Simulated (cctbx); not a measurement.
**A crystallographic session in cctbx: Er4CuB13**

Library: cctbx 2025.11. The data are simulated by the first script.

## 1. Simulate the data

run.py:

```python
from cctbx import adptbx, crystal, miller, sgtbx, xray
from cctbx.array_family import flex
from iotbx.shelx import hklf
from scitbx import matrix
import scitbx.random

cs = crystal.symmetry(unit_cell=(7.27, 7.27, 6.808, 90, 90, 90), space_group_symbol='Hall: -P 4 2n')  # P4/mnc
atoms = [  # label, site, U (iso, or U11 U22 U33 U12 U13 U23 in A^2), occupancy
    ("Er1", (0.321, 0.817, 0), (0.0065, 0.0073, 0.0078, 0.0006, 0.0000, 0.0000), 1),
    ("Cu1", (0, 0, 0), (0.0103, 0.0103, 0.0112, -0.0000, 0.0000, 0.0000), 1),
    ("B1", (0.167, 0.0335, 0.2458), (0.0170, 0.0189, 0.0199, -0.0021, 0.0003, 0.0026), 1),
    ("B2", (0.0887, 0.5887, 0.75), (0.0188, 0.0188, 0.0230, -0.0004, -0.0008, 0.0008), 1),
    ("B3", (0, 0, 0.5), (0.0167, 0.0167, 0.0182, 0.0000, 0.0000, -0.0000), 1),
]
xs = xray.structure(crystal_symmetry=cs)
for label, site, u, occ in atoms:
    u = adptbx.u_cif_as_u_star(cs.unit_cell(), u) if isinstance(u, tuple) else u
    xs.add_scatterer(xray.scatterer(label, site=site, u=u, occupancy=occ))
xs.set_inelastic_form_factors(0.56087, "sasaki")
xs.show_summary()
p1 = xs.expand_to_p1()
ms = miller.build_set(p1, anomalous_flag=True, d_min=1.1)
flex.set_random_seed(482844)
scitbx.random.set_random_seed(482844)
ms = ms.select(flex.random_double(ms.size()) < 0.7)
i = ms.structure_factors_from_scatterers(p1, algorithm="direct").f_calc().as_intensity_array().data()
i = i * 40000 / flex.max(i)
sig = flex.sqrt(i + flex.pow2(0.015 * i) + 8 ** 2)
noise = scitbx.random.variate(scitbx.random.normal_distribution())(i.size())
data = ms.array(data=i + sig * noise, sigmas=sig).set_observation_type_xray_intensity()
with open("data.hkl", "w") as f:
    data.export_as_shelx_hklf(f)
print("reflections written:", data.size(), " <I/sigma> = %.1f" % flex.mean(data.data() / data.sigmas()))
for h, a, b in list(data.sort("data"))[:12]:
    print("%4d%4d%4d %9.1f %7.1f" % (h + (a, b)))
```

```console
$ python run.py
```

```text
Number of scatterers: 5
At special positions: 4
Unit cell: (7.27, 7.27, 6.808, 90, 90, 90)
Space group: P 4/m n c (No. 128)
reflections written: 804  <I/sigma> = 21.5
   0   0  -4   39760.5   632.5
   0   0   4   39386.6   632.5
   0   0  -2   38551.6   607.9
  -1  -4   0   25545.8   407.1
   1   4   0   25191.5   407.1
  -1   4   0   25061.2   407.1
  -4  -1   0   24751.2   407.1
   4   1   0   24726.6   407.1
   4  -1   0   24352.8   407.1
   3   3   0   21347.8   350.5
  -3   3   0   21217.1   350.5
   1   2   2   18978.9   304.6
```

It took 0.47 s on 1 thread of Arm Neoverse N1 (shared host), peak memory 0.07 GiB.

## 2. Refinement (right model)

run.py:

```python
import math
from cctbx import adptbx, crystal, maptbx, sgtbx, xray
from cctbx.array_family import flex
from cctbx.xray import observations
from iotbx.shelx import hklf
from scitbx.lstbx import normal_eqns_solving
from smtbx import absolute_structure, utils
from smtbx.refinement import constraints, least_squares

cs = crystal.symmetry(unit_cell=(7.27, 7.27, 6.808, 90, 90, 90), space_group_symbol='Hall: -P 4 2n')  # P4/mnc
atoms = [  # label, site, U (iso, or U11 U22 U33 U12 U13 U23 in A^2), occupancy
    ("Er1", (0.3224, 0.8206, 0), 0.0200, 1),
    ("Cu1", (0, 0, 0), 0.0200, 1),
    ("B1", (0.1666, 0.0342, 0.2422), 0.0200, 1),
    ("B2", (0.0891, 0.5891, 0.75), 0.0200, 1),
    ("B3", (0, 0, 0.5), 0.0200, 1),
]
xs = xray.structure(crystal_symmetry=cs)
for label, site, u, occ in atoms:
    u = adptbx.u_cif_as_u_star(cs.unit_cell(), u) if isinstance(u, tuple) else u
    xs.add_scatterer(xray.scatterer(label, site=site, u=u, occupancy=occ))
xs.set_inelastic_form_factors(0.56087, "sasaki")
raw = hklf.reader(file_name="data.hkl").as_miller_arrays(crystal_symmetry=cs, anomalous=True)[0]
merged = raw.eliminate_sys_absent().merge_equivalents()
fo2 = merged.array().set_observation_type_xray_intensity()
print("Rint %.3f, %d unique reflections to %.2f A" % (merged.r_int(), fo2.size(), fo2.d_min()))
for sc in xs.scatterers():
    sc.flags.set_grad_site(True)
    sc.flags.set_grad_u_aniso(sc.flags.use_u_aniso())
    sc.flags.set_grad_u_iso(sc.flags.use_u_iso())
obs = fo2.as_xray_observations()
extra = {}
rep = constraints.reparametrisation(xs, [], utils.connectivity_table(xs), **extra)
ls = least_squares.crystallographic_ls(obs, rep, weighting_scheme=least_squares.mainstream_shelx_weighting(a=0, b=0))
print("cycle     R1     wR2    GooF  max shift (A)")
for cycle in range(8):
    ls.build_up()
    r1, wr2, goof = ls.r1_factor(cutoff_factor=2)[0], ls.wR2(), ls.goof()
    old = xs.sites_cart()
    normal_eqns_solving.levenberg_marquardt_iterations(ls, n_max_iterations=3, tau=1e-06, step_threshold=1e-7)
    big = flex.max((xs.sites_cart() - old).norms())
    print("%4d %7.4f %7.4f %7.3f %9.5f" % (cycle + 1, r1, wr2, goof, big))
    ls.build_up(objective_only=True)
    if abs(ls.wR2() - wr2) < 5e-5 and big < 5e-4:
        break
ls.build_up()
print("final R1 %.4f wR2 %.4f GooF %.3f  parameters %d  data/parameter %.1f" % (ls.r1_factor(cutoff_factor=2)[0], ls.wR2(), ls.goof(), ls.n_parameters, fo2.size() / ls.n_parameters))
cov = ls.covariance_matrix_and_annotations()
su = dict(zip(cov.annotations, (math.sqrt(max(v, 0)) for v in cov.matrix.matrix_packed_u_diagonal())))
a2 = cs.unit_cell().reciprocal_parameters()[0] ** -2
print("atom        x        y        z      Ueq    occ   su(xyz)  su(Uiso or U11)")
for sc in xs.scatterers():
    s = max(su.get(sc.label + k, 0) for k in (".x", ".y", ".z"))
    npd = "" if sc.is_positive_definite_u(cs.unit_cell()) else "  NPD"
    print("%-5s %8.5f %8.5f %8.5f %8.4f %6.3f %8.5f %7.4f%s" % ((sc.label,) + sc.site + (sc.u_iso_or_equiv(cs.unit_cell()), sc.occupancy, s, su.get(sc.label + ".uiso", su.get(sc.label + ".u11", 0) * a2), npd)))
fo = fo2.f_sq_as_f()
fc = fo.structure_factors_from_scatterers(xs, algorithm="direct").f_calc()
diff = fo.f_obs_minus_f_calc(1 / math.sqrt(ls.scale_factor()), fc).average_bijvoet_mates()
m = diff.fft_map(symmetry_flags=maptbx.use_space_group_symmetry, resolution_factor=0.25).apply_volume_scaling()
print("difference map: max %.2f min %.2f rms %.2f" % (m.statistics().max(), m.statistics().min(), m.statistics().sigma()))
peaks = m.peak_search(parameters=maptbx.peak_search_parameters(min_distance_sym_equiv=0.6, max_clusters=6)).all()
near = xs.closest_distances(peaks.sites(), distance_cutoff=4)
sps = cs.special_position_settings(min_distance_sym_equiv=0.5)
for k, (x, h) in enumerate(zip(peaks.sites(), peaks.heights())):
    ss = sps.site_symmetry(x)
    print("Q%-3d %7.4f %7.4f %7.4f %4d %7.2f  %.2f A from %s" % ((k + 1,) + tuple(t % 1 for t in ss.exact_site()) + (ss.multiplicity(), h, near.smallest_distances[k], xs.scatterers()[near.i_seqs[k]].label)))
```

```console
$ python run.py
```

```text
Rint 0.014, 81 unique reflections to 1.11 A
cycle     R1     wR2    GooF  max shift (A)
   1  0.0870  0.2031  19.946   0.02785
   2  0.0073  0.0155   1.522   0.00002
final R1 0.0073 wR2 0.0155 GooF 1.522  parameters 11  data/parameter 7.4
atom        x        y        z      Ueq    occ   su(xyz)  su(Uiso or U11)
Er1    0.32107  0.81701  0.00000   0.0072  1.000  0.00004  0.0002
Cu1    0.00000  0.00000  0.00000   0.0102  1.000  0.00000  0.0004
B1     0.16586  0.03236  0.24497   0.0172  1.000  0.00088  0.0017
B2     0.08916  0.58916  0.75000   0.0220  1.000  0.00096  0.0023
B3     0.00000  0.00000  0.50000   0.0191  1.000  0.00000  0.0042
difference map: max 0.32 min -0.44 rms 0.08
Q1    0.1632  0.3216  0.1046   16    0.33  0.73 A from Er1
Q2    0.0000  0.0000  0.1043    4    0.31  0.71 A from Cu1
Q3    0.1946  0.6946  0.2500    8    0.25  1.08 A from B2
Q4    0.0236  0.1959  0.0000    8    0.19  1.43 A from Cu1
Q5    0.1204  0.8412  0.0594   16    0.15  1.42 A from B1
Q6    0.2011  0.1894  0.5000    8    0.14  0.94 A from Er1
```

Time: 0.91 s.

## 3. Simulate the data

run.py, as its changes from the last script of this kind:

```diff
@@ -22 +22 @@
-ms = miller.build_set(p1, anomalous_flag=True, d_min=1.1)
+ms = miller.build_set(p1, anomalous_flag=True, d_min=0.84)
```

```console
$ python run.py
```

```text
Number of scatterers: 5
At special positions: 4
Unit cell: (7.27, 7.27, 6.808, 90, 90, 90)
Space group: P 4/m n c (No. 128)
reflections written: 1784  <I/sigma> = 18.8
   0   0  -4   40686.0   632.5
   0   0   4   40114.3   632.5
   0   0  -2   37935.4   607.9
   0   0   2   37793.3   607.9
   4   1   0   25610.0   407.1
   1   4   0   25456.2   407.1
  -4   1   0   25358.5   407.1
  -4  -1   0   25188.1   407.1
   1  -4   0   25074.8   407.1
   4  -1   0   24911.1   407.1
  -1  -4   0   24767.4   407.1
  -3  -3   0   21634.0   350.5
```

Time: 0.46 s.

## 4. Refinement (right model)

run.py, as its changes from the last script of this kind:

```diff
@@ -12 +12 @@
-    ("Er1", (0.3224, 0.8206, 0), 0.0200, 1),
+    ("Er1", (0.3206, 0.8139, 0), 0.0200, 1),
@@ -14,2 +14,2 @@
-    ("B1", (0.1666, 0.0342, 0.2422), 0.0200, 1),
-    ("B2", (0.0891, 0.5891, 0.75), 0.0200, 1),
+    ("B1", (0.1658, 0.037, 0.2426), 0.0200, 1),
+    ("B2", (0.0895, 0.5895, 0.75), 0.0200, 1),
@@ -22,0 +23 @@
+xs.convert_to_anisotropic()
```

```console
$ python run.py
```

```text
Rint 0.015, 175 unique reflections to 0.84 A
cycle     R1     wR2    GooF  max shift (A)
   1  0.1139  0.2398  21.695   0.03746
   2  0.0054  0.0098   0.889   0.00011
final R1 0.0054 wR2 0.0098 GooF 0.889  parameters 24  data/parameter 7.3
atom        x        y        z      Ueq    occ   su(xyz)  su(Uiso or U11)
Er1    0.32100  0.81700  0.00000   0.0073  1.000  0.00002  0.0001
Cu1    0.00000  0.00000  0.00000   0.0109  1.000  0.00000  0.0002
B1     0.16712  0.03345  0.24633   0.0184  1.000  0.00042  0.0013
B2     0.08859  0.58859  0.75000   0.0204  1.000  0.00034  0.0011
B3     0.00000  0.00000  0.50000   0.0173  1.000  0.00000  0.0021
difference map: max 0.25 min -0.37 rms 0.08
Q1    0.1379  0.3621  0.2500    8    0.25  1.68 A from B2
Q2    0.9926  0.3229  0.2051   16    0.23  0.93 A from B2
Q3    0.2567  0.2433  0.2500    8    0.23  1.59 A from B2
Q4    0.1094  0.1932  0.2627   16    0.22  1.06 A from B1
Q5    0.0147  0.4262  0.0696   16    0.21  1.44 A from B2
Q6    0.9895  0.1073  0.5000    8    0.20  0.78 A from B3
```

Time: 0.84 s.

## 5. Simulate the data

run.py, as its changes from the last script of this kind:

```diff
@@ -22 +22 @@
-ms = miller.build_set(p1, anomalous_flag=True, d_min=0.84)
+ms = miller.build_set(p1, anomalous_flag=True, d_min=0.6)
```

```console
$ python run.py
```

```text
Number of scatterers: 5
At special positions: 4
Unit cell: (7.27, 7.27, 6.808, 90, 90, 90)
Space group: P 4/m n c (No. 128)
reflections written: 4881  <I/sigma> = 15.1
   0   0  -2   38856.9   607.9
   0   0  -4   38803.5   632.5
   0   0   2   37021.6   607.9
  -4  -1   0   25453.4   407.1
  -1   4   0   25159.3   407.1
   1   4   0   25020.2   407.1
  -1  -4   0   24893.5   407.1
   4   1   0   24889.3   407.1
  -4   1   0   24644.1   407.1
  -3   3   0   21732.4   350.5
  -3  -3   0   21352.5   350.5
  -2   1  -2   18502.8   304.6
```

Time: 0.55 s.

## 6. Refinement (right model)

run.py, as its changes from the last script of this kind:

```diff
@@ -12 +12 @@
-    ("Er1", (0.3206, 0.8139, 0), 0.0200, 1),
+    ("Er1", (0.3225, 0.8146, 0), 0.0200, 1),
@@ -14,2 +14,2 @@
-    ("B1", (0.1658, 0.037, 0.2426), 0.0200, 1),
-    ("B2", (0.0895, 0.5895, 0.75), 0.0200, 1),
+    ("B1", (0.1709, 0.0334, 0.2438), 0.0200, 1),
+    ("B2", (0.0878, 0.5878, 0.75), 0.0200, 1),
```

```console
$ python run.py
```

```text
Rint 0.020, 472 unique reflections to 0.60 A
cycle     R1     wR2    GooF  max shift (A)
   1  0.1907  0.3915  28.032   0.02893
   2  0.0072  0.0126   0.905   0.00007
final R1 0.0072 wR2 0.0126 GooF 0.904  parameters 24  data/parameter 19.7
atom        x        y        z      Ueq    occ   su(xyz)  su(Uiso or U11)
Er1    0.32099  0.81702  0.00000   0.0072  1.000  0.00001  0.0000
Cu1    0.00000  0.00000  0.00000   0.0106  1.000  0.00000  0.0001
B1     0.16729  0.03380  0.24554   0.0184  1.000  0.00032  0.0006
B2     0.08831  0.58831  0.75000   0.0200  1.000  0.00023  0.0005
B3     0.00000  0.00000  0.50000   0.0163  1.000  0.00000  0.0012
difference map: max 1.11 min -0.82 rms 0.20
Q1    0.2167  0.7687  0.0000    8    1.19  0.84 A from Er1
Q2    0.1498  0.6568  0.3087   16    0.74  0.78 A from B2
Q3    0.0562  0.6037  0.0000    8    0.71  1.72 A from B2
Q4    0.1435  0.3315  0.1907   16    0.64  1.33 A from Er1
Q5    0.9977  0.2982  0.0000    8    0.63  1.36 A from Er1
Q6    0.0767  0.3845  0.3713   16    0.63  1.25 A from Er1
```

Run time: 0.88 s on 1 thread of Arm Neoverse N1 (shared host), peak memory 0.09 GiB.

[Logs are printed without paths, hosts, clocks, repeated set-up lines and the standing remarks that a program may print on its own settings, such as how far it seeks lower states.]
